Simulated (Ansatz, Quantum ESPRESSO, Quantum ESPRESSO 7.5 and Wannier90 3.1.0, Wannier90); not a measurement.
## Ballistic channels from Wannier functions: zigzag Ru chain, bond 2.25 Å, width 1.6 Å

How many channels does the wire offer, and does a small Wannier basis get them right? The wire: zigzag Ru chain, bond 2.25 Å, width 1.6 Å.

Program: Quantum ESPRESSO 7.5 and Wannier90 3.1.0. Level of theory: plane-wave DFT, PBE, GBRV ultrasoft pseudopotentials (cross-check by Ansatz 0.2.0 with PAW datasets). Results are calculated unless marked as measured.

Report form: the programs' logs are mostly left out.

## Step 1: The structure

The cell holds 2 atoms: 2 Ru. Cell: a = 9.000 Å, b = 8.000 Å, c = 3.164 Å, α = 90.0°, β = 90.0°, γ = 90.0°. Vacuum lies along a and b. The structure's axis is c.

## Step 2: Ground state

scf.in

```
&control
  prefix = 'scf'
  outdir = './out'
  pseudo_dir = './pseudo'
  calculation = 'scf'
  tprnfor = .true.
/
&system
  ibrav = 0
  nat = 2
  ntyp = 1
  ecutwfc = 34
  ecutrho = 170
  occupations = 'smearing'
  smearing = 'mv'
  degauss = 0.005
/
&electrons
  conv_thr = 1e-07
  mixing_beta = 0.4
  electron_maxstep = 120
  mixing_mode = 'local-TF'
/
ATOMIC_SPECIES
  Ru  101.0700  ru_pbe_v1.2.uspp.F.UPF
CELL_PARAMETERS angstrom
  9.00000000000000 0.00000000000000 0.00000000000000
  0.00000000000000 8.00000000000000 0.00000000000000
  0.00000000000000 0.00000000000000 3.16385840391127
ATOMIC_POSITIONS crystal
  Ru  -0.088888888900 0.000000000000 0.000000000000
  Ru  0.088888888900 0.000000000000 0.500000000000
K_POINTS automatic
  1 1 24 0 0 0
```

Started as:

```sh
> OMP_NUM_THREADS=1 mpirun -n 2 pw.x -nk 2 -in scf.in > scf.out
```

Elapsed: 20 s, on 2 MPI ranks of Intel Xeon Platinum 8488C (Sapphire Rapids), shared host; peak memory 0.21 GiB.

This step gave:

| Quantity | Value |
| --- | --- |
| free energy | -5278.6013 eV |
| Fermi energy | -0.6796 eV |

The program's own clock; routines nest. Time by routine:

| routine | wall time (s) | calls |
| --- | --- | --- |
| PWSCF | 19 | 1 |
| electrons | 16.15 | 1 |
| c_bands | 8.61 | 12 |
| cegterg | 7.79 | 84 |
| h_psi | 6.7 | 331 |
| fftw | 6.1 | 10112 |
| vloc_psi | 6.02 | 331 |
| sum_band | 2.89 | 12 |
| mix_rho | 2.68 | 12 |
| init_run | 2.41 | 1 |
| newd | 1.46 | 13 |
| ffts | 1.43 | 1352 |
| wfcinit | 0.84 | 1 |
| fft | 0.8 | 178 |

The run needed 12 iterations to bring the estimated error under 1e-07 Ry; the largest force on any atom, held or free, is 0.90 eV/Å.

## Step 3: Full uniform mesh without symmetry

Wannier90 needs the states on a whole uniform mesh, listed point by point, without symmetry.

nscf.in

```
&control
  prefix = 'nscf'
  outdir = './out'
  pseudo_dir = './pseudo'
  calculation = 'nscf'
/
&system
  ibrav = 0
  nat = 2
  ntyp = 1
  ecutwfc = 34
  ecutrho = 170
  occupations = 'smearing'
  smearing = 'mv'
  degauss = 0.005
  nosym = .true.
  noinv = .true.
  nbnd = 40
/
&electrons
  conv_thr = 1e-09
  mixing_beta = 0.4
  electron_maxstep = 120
  mixing_mode = 'local-TF'
  diago_full_acc = .true.
/
ATOMIC_SPECIES
  Ru  101.0700  ru_pbe_v1.2.uspp.F.UPF
CELL_PARAMETERS angstrom
  9.00000000000000 0.00000000000000 0.00000000000000
  0.00000000000000 8.00000000000000 0.00000000000000
  0.00000000000000 0.00000000000000 3.16385840391127
ATOMIC_POSITIONS crystal
  Ru  -0.088888888900 0.000000000000 0.000000000000
  Ru  0.088888888900 0.000000000000 0.500000000000
K_POINTS crystal
12
  0.0000000000 0.0000000000 0.0000000000 0.0833333333
  0.0000000000 0.0000000000 0.0833333333 0.0833333333
  0.0000000000 0.0000000000 0.1666666667 0.0833333333
  0.0000000000 0.0000000000 0.2500000000 0.0833333333
  0.0000000000 0.0000000000 0.3333333333 0.0833333333
  0.0000000000 0.0000000000 0.4166666667 0.0833333333
  0.0000000000 0.0000000000 0.5000000000 0.0833333333
  0.0000000000 0.0000000000 0.5833333333 0.0833333333
  0.0000000000 0.0000000000 0.6666666667 0.0833333333
  0.0000000000 0.0000000000 0.7500000000 0.0833333333
  0.0000000000 0.0000000000 0.8333333333 0.0833333333
  0.0000000000 0.0000000000 0.9166666667 0.0833333333
```

Started as:

```sh
> cp -r out/scf.save out/nscf.save
> cp out/scf.xml out/nscf.xml
> OMP_NUM_THREADS=1 mpirun -n 2 pw.x -nk 1 -in nscf.in > nscf.out
```

Elapsed: 21 s, on 2 MPI ranks; peak memory 0.14 GiB; 42 s of CPU time.

This step gave:

- Fermi energy: -0.669 eV

The program's own clock; routines nest. Time by routine:

| routine | wall time (s) | calls |
| --- | --- | --- |
| PWSCF | 20.65 | 1 |
| electrons | 19.34 | 1 |
| c_bands | 19.34 | 1 |
| cegterg | 18.66 | 34 |
| h_psi | 11.97 | 601 |
| vloc_psi | 10.97 | 601 |
| fftw | 9.84 | 22604 |
| cdiaghg | 1.21 | 567 |
| init_run | 1.13 | 1 |
| h_psi:calbec | 0.56 | 601 |
| calbec | 0.55 | 601 |
| hinit0 | 0.52 | 1 |
| potinit | 0.45 | 1 |
| fft | 0.45 | 13 |

## Step 4: Neighbour list from wannier90 -pp

The .win file sets projections and windows: states in the frozen window are kept exactly, the outer window gives room to disentangle.

wan.win

```
num_wann = 18
num_bands = 40
num_iter = 200
num_print_cycles = 20
conv_tol = 1e-8
conv_window = 5
guiding_centres = true
dis_num_iter = 1500
dis_conv_tol = 1e-8
dis_win_min = -11.6796
dis_win_max = 8.3204
dis_froz_max = 0.8204
search_shells = 120
fermi_energy = -0.6796

transport = true
transport_mode = bulk
one_dim_axis = z
dist_cutoff = 18.88
dist_cutoff_mode = one_dim
tran_win_min = -4.0
tran_win_max = 2.0
tran_energy_step = 0.02

bands_plot = true
bands_num_points = 96
begin kpoint_path
G 0.0 0.0 0.0 Z 0.0 0.0 0.5
end kpoint_path

begin projections
Ru:s;p;d
end projections

begin unit_cell_cart
ang
  9.0000000000 0.0000000000 0.0000000000
  0.0000000000 8.0000000000 0.0000000000
  0.0000000000 0.0000000000 3.1638584039
end unit_cell_cart

begin atoms_frac
  Ru -0.0888888889 0.0000000000 0.0000000000
  Ru 0.0888888889 0.0000000000 0.5000000000
end atoms_frac

mp_grid = 1 1 12
begin kpoints
  0.0 0.0 0.0000000000
  0.0 0.0 0.0833333333
  0.0 0.0 0.1666666667
  0.0 0.0 0.2500000000
  0.0 0.0 0.3333333333
  0.0 0.0 0.4166666667
  0.0 0.0 0.5000000000
  0.0 0.0 0.5833333333
  0.0 0.0 0.6666666667
  0.0 0.0 0.7500000000
  0.0 0.0 0.8333333333
  0.0 0.0 0.9166666667
end kpoints
```

Started as:

```sh
> OMP_NUM_THREADS=1 wannier90.x -pp wan > wan.pp.log
```

Run time: 0.7 s. Hardware: 1 MPI rank; peak memory 0.08 GiB.

## Step 5: Overlaps and projections

pw2wannier90.x computes the overlaps between neighbouring k-points and the projections.

wan.p2w.in

```
&inputpp
  prefix = 'nscf'
  outdir = './out'
  seedname = 'wan'
  write_mmn = .true.
  write_amn = .true.
  write_unk = .false.
/
```

Started as:

```sh
> OMP_NUM_THREADS=1 mpirun -n 2 pw2wannier90.x -in wan.p2w.in > wan.p2w.out
```

The job ended after 9.2 s (2 MPI ranks; peak memory 0.13 GiB; 18 s of CPU time).

## Step 6: Wannier functions and transport

After disentangling and localising, transport_mode = bulk builds principal layers from hoppings within dist_cutoff and counts open channels.

wan.win is that of step 4.

Started as:

```sh
> OMP_NUM_THREADS=1 wannier90.x wan > wan.run.log
```

Run time: 27 s. Hardware: 1 MPI rank; peak memory 0.08 GiB.

Read from the output:

```
lead channels at the Fermi level, one spin                                        : 5.999
total spread                                                                      : 44.13 Å²
gauge-invariant spread                                                            : 31.72 Å²
largest misfit to plane-wave levels between mesh points, inside the frozen window : 0.008571 eV
```

Per spin. Quantum conductance of the perfect wire, open channels against energy, zero at the Fermi level:

| energy (eV) | quantum conductance of the perfect wire, open channels |
| --- | --- |
| -4.000 | 3.00 |
| -3.800 | 3 |
| -3.600 | 3 |
| -3.400 | 3 |
| -3.200 | 5 |
| -3.000 | 5.00 |
| -2.800 | 5.00 |
| -2.600 | 2 |
| -2.400 | 2 |
| -2.200 | 2 |
| -2.000 | 2.00 |
| -1.800 | 2 |
| -1.600 | 2 |
| -1.400 | 2 |
| -1.200 | 2 |
| -1.020 | 2 |
| -0.800 | 1.3e-5 |
| -0.600 | 3.00 |
| -0.400 | 3 |
| -0.200 | 3 |
| 0.000 | 6.00 |
| 0.200 | 6.71 |
| 0.400 | 2.00 |
| 0.600 | 3 |
| 0.800 | 3 |
| 1.000 | 3 |
| 1.200 | 3 |
| 1.400 | 3 |
| 1.600 | 3 |
| 1.800 | 3 |
| 2.000 | 3.00 |

Wannier functions:

| no. | x (Å) | y (Å) | z (Å) | spread (Å²) |
| --- | --- | --- | --- | --- |
| 1 | 0.2149 | -0.4559 | 0.3054 | 5.023 |
| 2 | -1.22 | -0.03854 | 1.525 | 4.002 |
| 3 | -1.969 | 0.1245 | 0.06656 | 3.761 |
| 4 | -1.259 | -0.4605 | 0.006381 | 3.879 |
| 5 | -0.8036 | 4.30e-4 | 0.002329 | 1.021 |
| 6 | -0.7746 | -4.12e-4 | -0.03085 | 1.034 |
| 7 | -0.8072 | 0.003103 | 1.30e-5 | 0.905 |
| 8 | -0.8069 | 0.0137 | 8.38e-4 | 0.9204 |
| 9 | -0.7784 | -0.01235 | 9.80e-5 | 0.8738 |
| 10 | 1.495 | -0.5178 | 3.311 | 5.647 |
| 11 | -4.326 | -1.519 | 4.285 | 5.315 |
| 12 | 2.059 | -0.01471 | 1.593 | 3.121 |
| 13 | 1.316 | 0.7511 | 1.58 | 3.834 |
| 14 | 0.7711 | -0.002391 | 1.578 | 1.018 |
| 15 | 0.826 | -0.001229 | 1.583 | 1.083 |
| 16 | 0.8074 | -0.003061 | 1.582 | 0.9101 |
| 17 | 0.8042 | -0.02375 | 1.582 | 0.9102 |
| 18 | 0.7795 | 0.00264 | 1.582 | 0.8692 |

The electronic bands at the labelled points (eV, zero at the Fermi level; # counts the bands kept):

| point | #5 | #6 | #7 | #8 | #9 | #10 | #11 | #12 |
| --- | --- | --- | --- | --- | --- | --- | --- | --- |
| Γ | -1.98 | -1.93 | -0.67 | -0.02 | 0.19 | 0.38 | 0.43 | 1.88 |
| halfway | -2.89 | -1.37 | -0.09 | -0.02 | 0.11 | 0.11 | 0.18 | 1.64 |
| Z | -1.69 | -1.69 | -0.45 | -0.45 | 0.19 | 0.19 | 2.41 | 2.42 |

Bands and channels are those of the Wannier model: bands that were not projected, and all outside the frozen window, are missing or only approximate.

At least 1 of the functions sits far from every atom, off the bonds: the outer window has let in states of the vacuum, so the basis is not the atomic one that was projected.

## Step 7: Neighbour list from wannier90 -pp, with dis_froz_max − E_F = -2.0

How much does a setting matter? One run is repeated with a change.

wan_w.win is the input of step 6 with these lines changed:

```diff
@@ -11,3 +11,3 @@
 dis_win_max = 8.3204
-dis_froz_max = 0.8204
+dis_froz_max = -2.6796
 search_shells = 120
```

Started as:

```sh
> OMP_NUM_THREADS=1 wannier90.x -pp wan_w > wan_w.pp.log
```

The job ended after 0.65 s (1 MPI rank; peak memory 0.08 GiB).

## Step 8: Overlaps and projections

The follow-up step for that run.

wan_w.p2w.in

```
&inputpp
  prefix = 'nscf'
  outdir = './out'
  seedname = 'wan_w'
  write_mmn = .true.
  write_amn = .true.
  write_unk = .false.
/
```

Started as:

```sh
> OMP_NUM_THREADS=1 mpirun -n 2 pw2wannier90.x -in wan_w.p2w.in > wan_w.p2w.out
```

Wall time 9.2 s (2 MPI ranks); peak memory 0.13 GiB; 18 s of CPU time.

## Step 9: Localisation, bands and conductance, with dis_froz_max − E_F = -2.0

wan_w.win is the input of step 6 with these lines changed:

```diff
@@ -11,3 +11,3 @@
 dis_win_max = 8.3204
-dis_froz_max = 0.8204
+dis_froz_max = -2.6796
 search_shells = 120
```

Started as:

```sh
> OMP_NUM_THREADS=1 wannier90.x wan_w > wan_w.run.log
```

Run time: 25 s. Hardware: 1 MPI rank; peak memory 0.08 GiB.

The changed values were drawn from a wide range, not chosen for quality; the comparison shows what they did here together.

The total spread is 45.0 against 44.1 Å². Between −2 and 1.5 eV the channel count differs from the first run's at 2 % of the energies, and at the Fermi level it is 6 against 6. The frozen window now ends below the Fermi level, so the states there are no longer held.

## Step 10: Cross-check with Ansatz

As a check, the same structure is run in Ansatz.

Level of this step: plane-wave DFT, PBE, Ansatz PAW (Ansatz 0.2.0).

System of this step: zigzag Ru chain, bond 2.25 Å, width 1.6 Å, 2 periods. The cell holds 4 atoms: 4 Ru. Cell: a = 9.000 Å, b = 8.000 Å, c = 6.328 Å, α = 90.0°, β = 90.0°, γ = 90.0°. Vacuum lies along a and b. The structure's axis is c.

input.yaml

```yaml
crystal:
  lattice:
    - [9.0, 0.0, 0.0]
    - [0.0, 8.0, 0.0]
    - [0.0, 0.0, 6.3277168078]
  atoms:
    - { symbol: Ru, position: [-0.0888888889, 0.0, 0.0] }
    - { symbol: Ru, position: [0.0888888889, 0.0, 0.25] }
    - { symbol: Ru, position: [-0.0888888889, 0.0, 0.5] }
    - { symbol: Ru, position: [0.0888888889, 0.0, 0.75] }
kpoints:
  mp_grid: { grid: [1, 1, 12] }
hamiltonian:
  xc: pbe
scf:
  occupations: { method: fermi_dirac, width: 0.05 }
  convergence: { dr2_threshold: 1.0e-08 }
output:
  transmission:
    leads: [[0, 0]]
    e_range: [-4.0, 2.0]
    de: 0.05
    kmesh: [1, 1]
    reduced_basis: true
```

Started as:

```sh
> ansatz run input.yaml --threads 2 --pin off --max-ram 4096MiB --backend cpu --events-out ev --progress --plain --runs-dir out
```

Elapsed: 76 s, on 2 threads; peak memory 0.78 GiB; 2.5 min of CPU time.

This step gave:

```
free energy                                : -23500.0446 eV
energy at zero smearing                    : -23499.9392 eV
smearing term TS                           : 0.2107 eV
Fermi energy                               : -0.7052 eV
symmetry operations                        : 16
lead channels at the Fermi level, one spin : 6
```

Per spin. The open channels by energy, zero at the Fermi level:

| energy (eV) | open channels |
| --- | --- |
| -4.000 | 3 |
| -3.800 | 3 |
| -3.600 | 3 |
| -3.400 | 3 |
| -3.200 | 5 |
| -3.000 | 5 |
| -2.800 | 5 |
| -2.600 | 2 |
| -2.400 | 2 |
| -2.200 | 2 |
| -2.000 | 2 |
| -1.800 | 2 |
| -1.600 | 2 |
| -1.400 | 2 |
| -1.200 | 2 |
| -1.000 | 2 |
| -0.800 | 0 |
| -0.600 | 3 |
| -0.400 | 3 |
| -0.200 | 3 |
| 0.000 | 6 |
| 0.200 | 6 |
| 0.400 | 2 |
| 0.600 | 3 |
| 0.800 | 3 |
| 1.000 | 3 |
| 1.200 | 3 |
| 1.400 | 3 |
| 1.600 | 3 |
| 1.800 | 3 |
| 2.000 | 3 |

## Step 11: The arithmetic

6 channels × 77.48 µS = 465 µS, a two-terminal resistance of 12.906/6 = 2.15 kΩ whatever the wire's length, as long as nothing scatters.

## Step 12: Results

```
open channels at the Fermi level, per spin : 6
total spread                               : 44.1 Å²
gauge-invariant spread                     : 31.7 Å²
largest band misfit in the frozen window   : 0.00857 eV
channels at the Fermi level by Ansatz      : 6
```

The wire offers 6 channels per spin at the Fermi level. Between -4 and 1.5 eV the channel count from Wannier functions equals that from Ansatz's layer matching at 97 % of the energies; outside the frozen window the Wannier bands are not held to the plane-wave ones. A band edge of the lead lies within 0.06 eV of the Fermi level, so the channel count there hangs on small shifts and on temperature. Each plane-wave level in the frozen window has a Wannier level within 0.01 eV; this test doesn't see extra bands that a model may add. At least one function lies in the vacuum, so the spreads don't describe atomic orbitals, though the frozen bands are still reproduced. The wire is perfect, so the conductance only counts bands: each channel, with its partner of the other spin, carries G₀ = 2e²/h. It was run without spin polarisation, which was not tested. It is as built, with forces up to 0.9 eV/Å; relaxing the bonds would move the band edges.

[Logs are printed without paths, hosts, clocks, repeated set-up lines and the standing remarks that a program may print on its own settings, such as how far it seeks lower states.]

[Hosts, paths, dates, database ids (printed as entryN), source tags and the programs' standing remarks are cut or masked in the printed files.]

[Maps of the electrostatic potential energy from Ansatz leave out the sawtooth potential of an applied field or a dipole correction, so their vacuum need not be flat; planar profiles and work functions include it.]
